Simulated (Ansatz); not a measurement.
**Moving the knobs of a GW run on Bi2S3 (Bismuthinite)**

A base run on Bi2S3 (Bismuthinite), then changed inputs.

Program: Ansatz 0.2.0. Level of theory: G0W0 on PBE, plane waves, PAW. Results are calculated unless marked as measured.

The database entry behind the starting cell differs from later determinations by our own check (about 0.4 % long), so it need not match the best structure at ambient conditions.

## Step 1: Set-up

It takes space group Pnma (No. 62, orthorhombic). Conventional cell: a = 11.345 Å, b = 3.994 Å, c = 11.193 Å, α = 90.00°, β = 90.00°, γ = 90.00°. Nearest to Bi lie 6 S at 2.67 to 3.07 Å. Bi has 7 S at 2.60 to 3.34 Å nearest. S has 3 Bi at 2.70 to 2.76 Å nearest. Nearest to S lie 5 Bi at 2.60 to 3.07 Å. Nearest to S lie 5 Bi at 2.67 to 3.34 Å. Farther neighbours and most contacts between anions are not listed.

The cell and positions come from the Crystallography Open Database and are kept as given unless a step says otherwise. Spin-orbit coupling is left out unless a step names it. The default PAW set here is soft_2. Its files were made with PBE.

## Step 2: The base run: 2×4×2 mesh, 1513 empty bands, screening to 120 eV

G0W0 replaces the xc potential by the self-energy, built once from these orbitals. Only a window of levels is corrected, while the sums run over the empty bands that the input names.

The input, input.yaml:

```yaml
crystal:
  lattice:
    - [11.345, 0.0, 0.0]
    - [0.0, 3.994, 0.0]
    - [0.0, 0.0, 11.193]
  atoms:
    - { symbol: Bi, position: [0.4835, 0.25, 0.3257] }
    - { symbol: Bi, position: [0.0165, 0.75, 0.8257] }
    - { symbol: Bi, position: [0.9835, 0.25, 0.1743] }
    - { symbol: Bi, position: [0.5165, 0.75, 0.6743] }
    - { symbol: Bi, position: [0.3407, 0.75, 0.0339] }
    - { symbol: Bi, position: [0.1593, 0.25, 0.5339] }
    - { symbol: Bi, position: [0.8407, 0.75, 0.4661] }
    - { symbol: Bi, position: [0.6593, 0.25, 0.9661] }
    - { symbol: S, position: [0.2835, 0.25, 0.1943] }
    - { symbol: S, position: [0.2165, 0.75, 0.6943] }
    - { symbol: S, position: [0.7835, 0.25, 0.3057] }
    - { symbol: S, position: [0.7165, 0.75, 0.8057] }
    - { symbol: S, position: [0.5495, 0.75, 0.1286] }
    - { symbol: S, position: [0.9505, 0.25, 0.6286] }
    - { symbol: S, position: [0.0495, 0.75, 0.3714] }
    - { symbol: S, position: [0.4505, 0.25, 0.8714] }
    - { symbol: S, position: [0.3767, 0.75, 0.4414] }
    - { symbol: S, position: [0.1233, 0.25, 0.9414] }
    - { symbol: S, position: [0.8767, 0.75, 0.0586] }
    - { symbol: S, position: [0.6233, 0.25, 0.5586] }
kpoints:
  mp_grid: { grid: [2, 4, 2] }
hamiltonian:
  xc: pbe
scf:
  occupations: { method: fixed }
gw:
  n_empty_bands: 1513
  ecut_chi: 120.0
  qp_bands: [v2, c2]
  qp_kpoints: band_edges
  screening: { model: contour_deformation }
```

Started as:

```
$ ansatz run input.yaml --threads 32 --pin off --max-ram 129024MiB --backend cuda --events-out ev --progress --plain --runs-dir out --devices 1 --max-vram 157GiB  # rebuilt from the run's record
```

Numbers of over 12 decimals in the logs are rounded to 6 here.

Log:

```text
GPUs: using 1 of 1 available (devices: 1).
Engine: ansatz 0.2.0, aarch64-unknown-linux-gnu
Pseudopotentials: kind: paw
Pseudopotential: Bi, paw, valence charge 15, recommended cutoff 420 eV (normal), Bi.paw.azcp
Pseudopotential: S, paw, valence charge 6, recommended cutoff 420 eV (normal), S.paw.azcp
Functional definition: PBE
  parameter kappa = 0.804
  parameter beta = 0.066725
  exchange = pbe_x(kappa = kappa, mu = beta*pi^2/3)
  correlation = pbe_c(beta = beta)
device memory: the entry about to start is reckoned to put 14.5 GiB on a device that reports 182.5 GiB free (of which the cap on the GPU budget leaves the run 157.0 GiB)
GPU FFT provider: cuFFT
GPU libraries: cuBLAS 13.8.1, cuFFT 12.4.0, cuSOLVER 12.3.2
GPU matrix products: emulated (plane waves: as basis.precision tells), large ones in fixed point in workspaces of 1.00 GiB
Crystal: 20 atoms, lattice volume = 507.176 Å³
Basis set: ecut = 420 eV, 9929 PW (Γ)
Bands: 116, of which v1, the nominal top of the filled ones, is band 96 counted from 1 (95 counted from 0)
Symmetry: 8 space group operations
Space group: Pnma (ITA 62), of the structure as read, at distance tolerance 8.0e-5 Å
k-points: 12 of 16
Non-local potential: Bi, projectors of the file, l = 0: 2, l = 1: 2, l = 2: 2, l = 3: 2
Non-local potential: S, projectors of the file, l = 0: 2, l = 1: 2, l = 2: 2
PAW form: soft (Blöchl's): semilocal exchange-correlation on the pseudo side does not see the compensation charge
PAW one-centre angular grid: Bi, 590 points (default); XC on 64 Gauss nodes
PAW one-centre angular grid: S, 110 points (default); XC on 64 Gauss nodes
Initial density: superposition of atomic densities (neutral atoms: chi_scale 0, normalization atom), corrected by the library's trained network
Initial wavefunctions: pseudopotential atomic-orbital guess
GPU buffer pool allocated for 162000 grid points (all kernels)
GPU transforms: local potential and band sums: pruned to the plane-wave sphere, on 75×27×75
Functional: x = pbe(κ = 0.804, μ = 0.219515), c = pbe(β = 0.066725)
SCF iter   1: F=—  HF=-110004.242272 eV  |F-HF|=—  |Δ(HF+E_count)|=         —  Δρ=1.27e-3  dr2=7.17e-3  ethr=1.77e-3  ⟨swp⟩=5.0  Hψ=4764  notcnv=0  defer=197
preconditioner: auto → Resta (q_TF=auto, 2.321 Å⁻¹)  ε∞=3.1  [insulator: Δε(μ)=1.425 eV  Ē_g=15.753 eV  n_scr=114 (ndim 8)  ℏωp=22.8 eV  f_vac=0.012  ε∞_Penn≈3.1]
SCF iter   2: F=—  HF=-110004.239500 eV  |F-HF|=—  |Δ(HF+E_count)|=   2.77e-3  Δρ=6.74e-4  dr2=1.27e-3  ethr=3.73e-6  ⟨swp⟩=2.7  Hψ=2803  notcnv=0  defer=214
SCF iter   3: F=—  HF=-110004.240914 eV  |F-HF|=—  |Δ(HF+E_count)|=   1.41e-3  Δρ=3.29e-4  dr2=3.21e-4  ethr=6.63e-7  ⟨swp⟩=3.0  Hψ=2399  notcnv=0  defer=213
[...]
device memory: the entry about to start is reckoned to put 17.1 GiB (of the 18.2 GiB reckoned in all, the device holds 1.1 GiB already) on a device that reports 181.4 GiB free (of which the cap on the GPU budget leaves the run 156.0 GiB)
NSCF: frozen V_eff on 12 k-points
[...]
device memory: the entry about to start is reckoned to put 61.5 GiB on a device that reports 182.5 GiB free (of which the cap on the GPU budget leaves the run 157.0 GiB)
NSCF: frozen V_eff on 12 k-points
G₀W₀ screening: q 1/12
[... further progress lines ...]
SCF converged after 8 iterations
Free energy (F): -110004.241564 eV
Harris-Foulkes:  -110004.241564 eV  (|F-HF|=3.46e-9)
Internal energy: -110004.241564 eV  (E = F + TS)
E sigma→0 (E₀):  -110004.241564 eV
Fermi energy:    7.561374 eV
--- Per-component energies (eV) ---
  E_band       = -931.316049
  E_kinetic    = 3683.645123
  E_local      = -14399.398044  (includes V_loc(G=0)·N_el)
  E_nonlocal   = 4843.269858
  E_hartree    = 4747.734459
  E_xc         = -2378.964385
  E_vxc        = -2205.662976  (∫ρ·V_xc dr)
  E_paw        = -92507.001224  (= ΣΔE_a)
  E_vpaw       = -2348.642534  (= ΣTr[D̂ρ^β])
  E_aug_tail   = -0.003399  (compensation charges beyond the density's cutoff)
  E_ewald      = -13993.523952
  E_smearing   = -0.000000  (= −TS)
  E_closure    = -0.000000  (closes the sum)
  Σ components = -110004.241564   (vs F -110004.241564, Δ=0.00e0)
--- Band table (eV; the first three rows and the last of 12) ---
[... rows of the band table ...]
--- G₀W₀: contour deformation, 7 samples at zero and on the imaginary axis and 1 off it, 16 q-points, 1513 empty bands' worth ---
  eigenvalues of the whole cell's RPA ε∞ on this k-mesh (on a slab, of 1 + 4πα/V) = 10.0974, 13.2975, 13.4407; static W/v taken at q = 0 is 0.079973
  bands read: the sum over 1609 bands ends inside a degenerate multiplet in 10 slots, whose members it reads at an even weight; the widest, k=10: bands 1609 to 1612 (counted from 1) at 1/4 each
  gw.qp_kpoints: band_edges: 12 of 12 stored k-points solved, in 1 pass; an edge of the gap read off the rows below is read off those points alone
    ik  band        ε_KS         Σx   Σc(E_QP)       V_xc       Z   E_QP_lin       E_QP  E_QP is
     0    95      7.4335   -17.3881     1.9102   -15.0867  0.7285     7.0392     7.0424  root
     0    96      7.4773   -17.3555     1.4647   -15.5399  0.7378     7.1243     7.1264  root
     0    97      8.9855    -9.6736    -3.1376   -12.7866  0.7783     8.9608     8.9608  root
     0    98      9.3110    -9.9374    -3.4840   -13.4980  0.7764     9.3876     9.3875  root
     1    95      7.4813   -17.6585     1.8112   -15.4793  0.7303     7.1107     7.1133  root
     1    96      7.4813   -17.6585     1.8112   -15.4793  0.7303     7.1107     7.1133  root
     1    97      9.1509    -9.7394    -3.2877   -13.0422  0.7758     9.1660     9.1660  root
     1    98      9.1509    -9.7394    -3.2877   -13.0422  0.7758     9.1660     9.1660  root
[...]
11    95      6.9712   -17.4169     1.9445   -15.0780  0.7274     6.5735     6.5768  root
    11    96      6.9712   -17.4169     1.9445   -15.0780  0.7274     6.5735     6.5768  root
    11    97      9.8501    -9.6453    -3.4811   -13.1876  0.7702     9.9113     9.9112  root
    11    98      9.8501    -9.6453    -3.4811   -13.1876  0.7702     9.9113     9.9112  root
```

It took 74 s on 1 × NVIDIA GB200 with 32 threads of Arm Neoverse V2, shared host; peak memory 9 GiB; 4.1 min of CPU time.

Reading the cycles: dr2 is the Hartree energy of the density residual (eV), the measure of convergence; HF is the Harris–Foulkes estimate of the energy, which meets the free energy F at convergence.

This step gave:

* bands summed: 1609
* RPA ε∞ on this mesh (eigenvalues): 10.10, 13.30, 13.44
* plane waves in the screening matrix: 1541
* q-points in the mesh: 16
* G0W0 gap on the mesh: 1.766 eV
* k of the valence top: -0.5, 0, 0
* k of the conduction bottom: 0, 0, 0
* starting gap on the mesh: 1.424 eV
* Z at the valence top: 0.7307
* Z at the conduction bottom: 0.7783
* least direct G0W0 gap on the computed points: 1.834 eV

The gap on the mesh goes from 1.42 eV to 1.77 eV, a correction of +0.34 eV. Between the two edge states, bare exchange in place of the xc potential would open the gap by 5.23 eV, and correlation takes back 4.89 eV.

## Step 3: Variant: low screening cutoff

input.yaml: that of step 2 with these lines changed.

```diff
@@ -34,3 +34,3 @@
   n_empty_bands: 1513
-  ecut_chi: 120.0
+  ecut_chi: 25
   qp_bands: [v2, c2]
```

Log:

```text
GPUs: using 1 of 1 available (devices: 1).
[...]
GPU FFT provider: cuFFT
GPU libraries: cuBLAS 13.8.1, cuFFT 12.4.0, cuSOLVER 12.3.2
[...]
Crystal: 20 atoms, lattice volume = 507.176 Å³
Basis set: ecut = 420 eV, 9929 PW (Γ)
Bands: 116, of which v1, the nominal top of the filled ones, is band 96 counted from 1 (95 counted from 0)
Symmetry: 8 space group operations
[...]
k-points: 12 of 16
[...]
GPU buffer pool allocated for 162000 grid points (all kernels)
[...]
SCF iter   1: F=—  HF=-110004.242272 eV  |F-HF|=—  |Δ(HF+E_count)|=         —  Δρ=1.27e-3  dr2=7.17e-3  ethr=1.77e-3  ⟨swp⟩=5.0  Hψ=4764  notcnv=0  defer=197
[...]
SCF iter   8: F=-110004.241564 eV  HF=-110004.241564 eV  |F-HF|=3.46e-9  |Δ(HF+E_count)|=   9.09e-8  Δρ=1.68e-6  dr2=1.20e-8  ethr=5.21e-11  ⟨swp⟩=9.8  Hψ=5549  notcnv=0
SCF 1 converged in 8 iterations: F = -110004.241564 eV  dr2 = 1.20e-8
[...]
NSCF: frozen V_eff on 12 k-points
[...]
G₀W₀ screening: q 1/12
[... further progress lines ...]
SCF converged after 8 iterations
Free energy (F): -110004.241564 eV
[...]
Internal energy: -110004.241564 eV  (E = F + TS)
E sigma→0 (E₀):  -110004.241564 eV
Fermi energy:    7.561374 eV
[...]
--- Band table (eV; the first three rows and the last of 12) ---
[... rows of the band table ...]
[...]
0    95      7.4335   -17.3881     2.4111   -15.0867  0.7476     7.5431     7.5434  root
     0    96      7.4773   -17.3555     1.9912   -15.5399  0.7568     7.6524     7.6529  root
     0    97      8.9855    -9.6736    -2.8283   -12.7866  0.7902     9.2710     9.2701  root
     0    98      9.3110    -9.9374    -3.1534   -13.4980  0.7889     9.7204     9.7182  root
     1    95      7.4813   -17.6585     2.3341   -15.4793  0.7503     7.6357     7.6362  root
     1    96      7.4813   -17.6585     2.3341   -15.4793  0.7503     7.6357     7.6362  root
     1    97      9.1509    -9.7394    -2.9676   -13.0422  0.7878     9.4875     9.4861  root
     1    98      9.1509    -9.7394    -2.9676   -13.0422  0.7878     9.4875     9.4861  root
[...]
11    95      6.9712   -17.4169     2.4236   -15.0780  0.7460     7.0558     7.0560  root
    11    96      6.9712   -17.4169     2.4236   -15.0780  0.7460     7.0558     7.0560  root
    11    97      9.8501    -9.6453    -3.1478   -13.1876  0.7825    10.2468    10.2445  root
    11    98      9.8501    -9.6453    -3.1478   -13.1876  0.7825    10.2468    10.2445  root
```

Wall time 42 s (1 × NVIDIA GB200 with 32 threads); peak memory 7.2 GiB; 3 min of CPU time.

Against the base:

```tsv
setting	base	variant
screening cutoff (eV)	120.0	25
```

```tsv
quantity	variant	base
starting gap on the mesh	1.424	1.424
G0W0 gap on the mesh	1.566	1.766
least direct G0W0 gap on the computed points	1.617	1.834
Z at the valence top	0.750	0.731
Z at the conduction bottom	0.790	0.778
```

## Step 4: Variant: all filled levels at the zone centre

input.yaml: that of step 3 with these lines changed.

```diff
@@ -33,6 +33,6 @@
 gw:
-  n_empty_bands: 1513
-  ecut_chi: 25
-  qp_bands: [v2, c2]
-  qp_kpoints: band_edges
+  n_empty_bands: 1151
+  ecut_chi: 100
+  qp_bands: [lowest, c2]
+  qp_kpoints: [[0, 0, 0]]
   screening: { model: contour_deformation }
```

Log:

```text
GPUs: using 1 of 1 available (devices: 1).
[...]
Crystal: 20 atoms, lattice volume = 507.176 Å³
Basis set: ecut = 420 eV, 9929 PW (Γ)
Bands: 116, of which v1, the nominal top of the filled ones, is band 96 counted from 1 (95 counted from 0)
Symmetry: 8 space group operations
[...]
k-points: 12 of 16
[...]
SCF iter   1: F=—  HF=-110004.242272 eV  |F-HF|=—  |Δ(HF+E_count)|=         —  Δρ=1.27e-3  dr2=7.17e-3  ethr=1.77e-3  ⟨swp⟩=5.0  Hψ=4764  notcnv=0  defer=197
[...]
SCF iter   8: F=-110004.241564 eV  HF=-110004.241564 eV  |F-HF|=3.46e-9  |Δ(HF+E_count)|=   9.09e-8  Δρ=1.68e-6  dr2=1.20e-8  ethr=5.21e-11  ⟨swp⟩=9.8  Hψ=5549  notcnv=0
SCF 1 converged in 8 iterations: F = -110004.241564 eV  dr2 = 1.20e-8
[...]
WARN: eigensolver did not converge (k=7): 2 band(s) unlocked after 6 eigensolves, warm-restarted (20 sweeps on the last) at ethr=2.82e-11 eV (storage-precision floor; scheduled 1.00e-12 eV) (lowest unlocked band 1250, counted from 0; max residual 3.65e-3 eV among the unlocked bands, 3.65e-3 eV over every band; other slots of this pass that fall short are told together in one closing line; warning suppressed until the next SCF loop or pass starts)
G₀W₀ screening: q 1/12
[... further progress lines ...]
SCF converged after 8 iterations
Free energy (F): -110004.241564 eV
[...]
0    42     -5.9933   -22.8492     7.6325   -15.2161  0.5744    -5.9938    -5.9938  root ?
     0    43     -5.5282   -22.9251     7.5159   -15.3963  0.5999    -5.5411    -5.5411  root ?
     0    44     -5.4803   -22.8432     7.4831   -15.3290  0.6021    -5.5114    -5.5113  root
     0    45     -5.4489   -22.8857     7.4710   -15.3875  0.6059    -5.4761    -5.4761  root
     0    46     -5.0818   -23.0609     7.3776   -15.6367  0.6144    -5.1286    -5.1285  root
     0    47     -4.5748   -23.0623     7.0853   -15.8964  0.6192    -4.6555    -4.6554  root
     0    48     -4.1996   -23.0321     6.9616   -15.9500  0.6359    -4.3206    -4.3201  root
     0    49     -4.1023   -23.7039     7.6829   -16.0832  0.6356    -4.0402    -4.0401  root
     0    50     -3.9518   -23.8529     7.3940   -16.4734  0.6294    -3.9374    -3.9374  root
     0    51     -3.7652   -23.9912     7.4891   -16.5565  0.6288    -3.7108    -3.7107  root
[...]
0    95      7.4335   -17.3881     1.9932   -15.0867  0.7294     7.1235     7.1254  root
     0    96      7.4773   -17.3555     1.5535   -15.5399  0.7387     7.2141     7.2152  root
     0    97      8.9855    -9.6736    -3.0694   -12.7866  0.7788     9.0290     9.0290  root
     0    98      9.3110    -9.9374    -3.4104   -13.4980  0.7769     9.4614     9.4611  root
```

It took 57 s on 1 × NVIDIA GB200 with 32 threads; peak memory 5.9 GiB.

Against the base:

```tsv
setting	base	variant
empty bands	1513	1151
screening cutoff (eV)	120.0	100
levels asked	v2 to c2	lowest to c2
points asked	band edges	[[0, 0, 0]]
```

## Step 5: Summary of results

| Item | Value |
| --- | --- |
| base | 1.77 eV, 74 s |
| low screening cutoff | 1.57 eV, 42 s |
| all filled levels at the zone centre | direct gap at the listed points 1.81 eV, 57 s |

Low screening cutoff: the gap moves by −0.20 eV; such settings are too crude to quote. All filled levels at the zone centre: only the listed points were computed; the least direct gap there is 1.81 eV, with empty bands, screening cutoff, levels asked and points asked changed against the base. All runs here use a coarse mesh and modest cutoffs; they test settings and are not final values. The 2×4×2 mesh is coarse for this cell (its supercell is 16 Å along the shortest edge). The RPA ε∞ on it, from the PBE start, is 10.10, 13.30 and 13.44; such meshes misread the long-range screening, most where the gap is narrow. Where an edge is built on 6p states of lead, bismuth or thallium, scalar-relativistic gaps usually stand too wide, by a few tenths to over one eV. The many-body steps are scalar-relativistic: spin-orbit coupling is not in them.

[Paths, hosts, dates, memory and timing lines, banners, echoed tables and standing remarks are left out of the program output.]

[Logs are printed without paths, hosts, clocks, repeated set-up lines and the standing remarks that a program may print on its own settings, such as how far it seeks lower states.]

[Runs of the session that timed out or met a known fault of the program may be left out.]

[Cells called generated may have been cut or substituted from an entry of the Crystallography Open Database or the Materials Project.]

[Hosts, paths, dates, database ids (printed as entryN), source tags and the programs' standing remarks are cut or masked in the printed files.]
